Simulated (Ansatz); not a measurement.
**Generalised stacking fault on (112) of a Nb-Li solid solution (54 atoms): geometry optimisation**

How does generalised stacking fault on (112) of a Nb-Li solid solution (54 atoms) relax, and what do bonds and levels look like afterwards?

Method: Kohn-Sham DFT, PBE, PAW (set soft_2), plane waves, in Ansatz 0.2.0.

### Step 1. The starting structure

The cell holds 54 atoms: 30 Nb and 24 Li. Its edges and angles: a = 8.820 Å, b = 4.801 Å, c = 25.177 Å, α = 90.0°, β = 87.2°, γ = 90.0°. It derives from Nb and Li. Bcc Nb lattice (a = 3.3949 Å, the value set for the mixture), cell with z along [112], 3 x 1 x 3 periods; the third cell vector is tilted by 0.417 of 1/2<111> (its sense, twinning or antitwinning, isn't checked) and lengthened by 0.2 Å, so the cell holds one fault; displaced by a Gaussian of 0.01 Å; 24 of 54 Nb sites given to Li at random (lattice constant by Vegard's rule between Nb and Li).

Limits known from the start: The cell is under 6 Å thick along one periodic direction, so every atom has periodic images of itself close by, which move with it and show among its neighbours and in g(r). Atoms were free to move along the slip, so the relaxation can undo part or all of it. The host structure and its lattice constant were typed by rule, without a check against the phase diagram.

### Step 2. Single point at the start

A single point comes first, to see the forces before anything moves.

Input file input.yaml:

```yaml
crystal:
  lattice:
    - [8.82021, 0.0, 0.0]
    - [0.0, 4.80111, 0.0]
    - [1.22504, 0.0, 25.14732]
  atoms:
    - { symbol: Nb, position: [0.53046, 0.99947, 0.99218] }
    - { symbol: Nb, position: [0.19442, 0.00111, 0.99115] }
    - { symbol: Li, position: [0.86333, 0.00176, 0.9917] }
    - { symbol: Nb, position: [0.77127, 0.49721, 0.05379] }
    [... 44 atom lines left out ...]
    - { symbol: Nb, position: [0.65386, 0.00143, 0.88108] }
    - { symbol: Nb, position: [0.32269, 0.00151, 0.88147] }
    - { symbol: Nb, position: [0.98668, 0.00062, 0.88076] }
    - { symbol: Nb, position: [0.75877, 0.49809, 0.93645] }
    - { symbol: Li, position: [0.42455, 0.50147, 0.93643] }
    - { symbol: Li, position: [0.09213, 0.50072, 0.93671] }
kpoints:
  mp_grid: { grid: [2, 4, 1] }
hamiltonian:
  xc: pbe
scf:
  occupations: { method: fermi_dirac, width: 0.1 }
output:
  forces: true
```

On the command line:

```
$ ansatz run input.yaml --threads 4 --pin off --max-ram 8192MiB --backend cpu --events-out ev --progress --plain --runs-dir out
```

It took 60 s on 4 threads of Arm Neoverse V1, shared host; peak memory 4.6 GiB; 3.8 min of CPU time.

Read from the output:

* free energy: -141453.3086 eV
* free energy per atom: -2619.5057 eV/atom
* SCF cycles: 9
* r.m.s. force component: 0.5151 eV/Å
* longest force: 2.428 eV/Å
* Fermi energy: 9.209 eV

The r.m.s. force component of 0.52 eV/Å sets the starting point.

Length of the force by element:

| element | coordination | atoms | mean length of the force (eV/Å) | spread | least | most |
| --- | --- | --- | --- | --- | --- | --- |
| Li | all | 24 | 0.201 | 0.0904 | 0.0844 | 0.414 |
| Nb | all | 30 | 0.902 | 0.762 | 0.129 | 2.43 |

### Step 3. Relaxation

With the cell held, the atoms are moved downhill towards a nearby minimum.

Changes to input.yaml since step 2:

```diff
@@ -15 +15,4 @@
   forces: true
+relax:
+  f_tol: 0.05
+  max_steps: 80
```

Run time: 20 min. Hardware: 4 threads; peak memory 4.6 GiB.

The steps of the relaxation (22 of 23):

| step | energy less that of the first step (eV) | largest force component (eV/Å) |
| --- | --- | --- |
| 1 | 0.0000 | 2.1593 |
| 2 | -2.9945 | 1.5946 |
| 3 | -4.6618 | 1.1827 |
| 4 | -5.7179 | 0.6395 |
| 5 | -6.5145 | 0.4450 |
| 6 | -6.9416 | 0.3754 |
| 7 | -7.1950 | 0.2109 |
| 8 | -7.3732 | 0.3095 |
| 9 | -7.4841 | 0.3644 |
| 10 | -7.5630 | 0.1862 |
| 11 | -7.6083 | 0.1273 |
| 13 | -7.6631 | 0.2457 |
| 14 | -7.6978 | 0.2627 |
| 15 | -7.7781 | 0.4280 |
| 16 | -7.9942 | 0.7884 |
| 17 | -8.3204 | 0.4617 |
| 18 | -8.5359 | 0.5805 |
| 19 | -8.6679 | 0.1974 |
| 20 | -8.7080 | 0.1305 |
| 21 | -8.7095 | 0.1253 |
| 22 | -8.7253 | 0.0659 |
| 23 | -8.7272 | 0.0418 |

The atoms that moved most (Å):

| atom | dx | dy | dz | length |
| --- | --- | --- | --- | --- |
| Nb9 | 1.827 | 0.003 | -0.633 | 1.933 |
| Li7 | 1.859 | -0.005 | -0.335 | 1.889 |
| Li8 | 1.809 | 0.002 | -0.496 | 1.876 |
| Nb13 | -1.361 | 0.009 | -0.657 | 1.511 |
| Nb10 | -1.329 | 0.007 | -0.557 | 1.441 |
| Li12 | -1.343 | 0.011 | -0.248 | 1.366 |
| Li11 | -1.260 | -0.004 | -0.456 | 1.340 |
| Nb4 | -1.212 | 0.016 | -0.452 | 1.293 |

The relaxation changed the energy by -162 meV/atom, and atoms moved by 0.76 Å r.m.s., 1.9 Å at most.

### Step 4. Structure statistics after relaxation

Density 4.61 g/cm³, 19.72 Å³ an atom.

Pair distribution functions g(r), in bins of 0.2 Å:

| r (Å) | total | Nb-Nb | Nb-Li | Li-Li |
| --- | --- | --- | --- | --- |
| 2.30 | 0.05 | 0.17 | 0.00 | 0.00 |
| 2.50 | 0.09 | 0.29 | 0.00 | 0.00 |
| 2.70 | 0.88 | 1.83 | 0.16 | 1.18 |
| 2.90 | 4.38 | 5.85 | 3.94 | 3.17 |
| 3.10 | 1.99 | 1.85 | 1.66 | 3.03 |
| 3.30 | 2.30 | 2.77 | 1.95 | 2.44 |
| 3.50 | 1.17 | 0.00 | 1.79 | 1.45 |
| 3.70 | 0.27 | 0.20 | 0.21 | 0.53 |
| 3.90 | 0.08 | 0.13 | 0.04 | 0.10 |
| 4.10 | 0.05 | 0.00 | 0.04 | 0.18 |
| 4.30 | 0.25 | 0.20 | 0.25 | 0.32 |
| 4.50 | 0.58 | 1.06 | 0.31 | 0.50 |
| 4.70 | 1.23 | 1.33 | 1.46 | 0.46 |
| 4.90 | 1.46 | 1.84 | 0.74 | 2.67 |
| 5.10 | 0.49 | 0.46 | 0.48 | 0.56 |
| 5.30 | 1.04 | 1.36 | 0.98 | 0.68 |
| 5.50 | 2.36 | 2.77 | 2.12 | 2.32 |
| 5.70 | 2.36 | 2.03 | 2.73 | 1.98 |
| 5.90 | 1.21 | 0.87 | 1.43 | 1.19 |
| 6.10 | 0.40 | 0.41 | 0.35 | 0.51 |
| 6.30 | 0.26 | 0.14 | 0.18 | 0.67 |
| 6.50 | 0.35 | 0.31 | 0.32 | 0.49 |
| 6.70 | 0.46 | 0.36 | 0.50 | 0.55 |
| 6.90 | 0.51 | 0.41 | 0.59 | 0.43 |
| 7.10 | 0.80 | 1.13 | 0.74 | 0.40 |
| 7.30 | 1.93 | 2.30 | 2.00 | 1.19 |
| 7.50 | 1.88 | 1.87 | 1.92 | 1.81 |
| 7.70 | 1.20 | 0.81 | 1.33 | 1.46 |

### Step 5. Single point at the relaxed geometry

One more single point at the end of the walk gives the fuller output and checks the residual forces.

Input file input.yaml:

```yaml
crystal:
  lattice:
    - [8.82021, 0.0, 0.0]
    - [0.0, 4.80111, 0.0]
    - [1.22504, 0.0, 25.14732]
  atoms:
    - { symbol: Nb, position: [0.5377, 0.0005, 0.98006] }
    - { symbol: Nb, position: [0.22883, 0.00049, 0.98638] }
    - { symbol: Li, position: [0.87471, 0.0005, 0.98437] }
    - { symbol: Nb, position: [0.6364, 0.50049, 0.0358] }
    [... 44 atom lines left out ...]
    - { symbol: Nb, position: [0.67449, 0.00048, 0.87881] }
    - { symbol: Nb, position: [0.34647, 0.00049, 0.87437] }
    - { symbol: Nb, position: [0.03513, 0.00049, 0.87409] }
    - { symbol: Nb, position: [0.7367, 0.50049, 0.93826] }
    - { symbol: Li, position: [0.41456, 0.5005, 0.92852] }
    - { symbol: Li, position: [0.10868, 0.50049, 0.93348] }
kpoints:
  mp_grid: { grid: [2, 4, 1] }
hamiltonian:
  xc: pbe
scf:
  occupations: { method: fermi_dirac, width: 0.1 }
output:
  forces: true
  stress: true
  populations: intrinsic
  dos:
    method: { smearing: { sigma: 0.1 } }
    de: 0.1
    projected: { site_lists: { Li: [Li], Nb: [Nb] } }
  eigenvalues: true
  write_density: true
  write_potential: true
  volumetric_format: npy
```

Elapsed: 2 min, on 4 threads; peak memory 4.6 GiB.

Read from the output:

```
free energy                             : -141462.0358 eV
free energy per atom                    : -2619.6673 eV/atom
SCF cycles                              : 9
pressure                                : -4.578 GPa
r.m.s. force component                  : 0.00719 eV/Å
longest force                           : 0.04484 eV/Å
Fermi energy                            : 9.309 eV
levels partly filled by over 2 per cent : 117
```

Density of states as counts of states in windows of 1 eV (from the Fermi level), total and the larger projections:

| from (eV) | to (eV) | total | Nb d | Nb s | Li s |
| --- | --- | --- | --- | --- | --- |
| -14 | -6 | 0.0 | 0.0 | 0.0 | 0.0 |
| -6 | -5 | 0.3 | 0.0 | 0.2 | 0.0 |
| -5 | -4 | 4.3 | 0.2 | 3.4 | 0.7 |
| -4 | -3 | 10.9 | 3.2 | 5.8 | 1.7 |
| -3 | -2 | 45.6 | 33.0 | 7.1 | 4.8 |
| -2 | -1 | 56.3 | 46.8 | 3.9 | 4.3 |
| -1 | 0 | 56.3 | 45.9 | 3.5 | 4.2 |
| 0 | 1 | 46.7 | 34.4 | 3.2 | 3.8 |

About 288 of the 462 electrons lie in deeper levels, below the stored range.

The levels nearest the highest filled one (over half full), pooled over k-points and spins:

| level less the highest filled one (eV) | occupation |
| --- | --- |
| -0.0372 | 1.24 |
| -0.0117 | 1.12 |
| -0.0091 | 1.10 |
| -0.0089 | 1.10 |
| -0.005 | 1.08 |
| 0 | 1.06 |
| 0.0138 | 0.99 |
| 0.0328 | 0.895 |
| 0.0349 | 0.884 |
| 0.0404 | 0.857 |
| 0.0426 | 0.847 |
| 0.0476 | 0.822 |

Within 0.4 eV of the Fermi level the largest share is Nb d (82 % of the projected weight).

### Step 6. Outcome

```
energy change in the relaxation : -161.6 meV/atom
r.m.s. displacement             : 0.763 Å
largest displacement            : 1.933 Å
free energy per atom            : -2619.6673 eV/atom
density                         : 4.606 g/cm³
pressure                        : -4.578 GPa
r.m.s. force component          : 0.00719 eV/Å
wall time of the 3 DFT runs     : 23 min
```

What this shows: Relaxation lowers the energy by 162 meV/atom and moves atoms by 0.76 Å r.m.s.; the r.m.s. force component goes from 0.52 to 0.0072 eV/Å. First to last step the energy falls by 8.727 eV; the largest move, 1.93 Å, is that of Nb9. 117 levels are partly filled, by over 2 % (on the run's k-points), as in a metal.

What to keep in mind: Atoms were free to move along the slip, so the relaxation can undo part or all of it. The pressure of -4.6 GPa means that a free cell would contract at this level.

[Logs are printed without paths, hosts, clocks, repeated set-up lines and the standing remarks that a program may print on its own settings, such as how far it seeks lower states.]

[Hosts, paths, dates, database ids (printed as entryN), source tags and the programs' standing remarks are cut or masked in the printed files.]
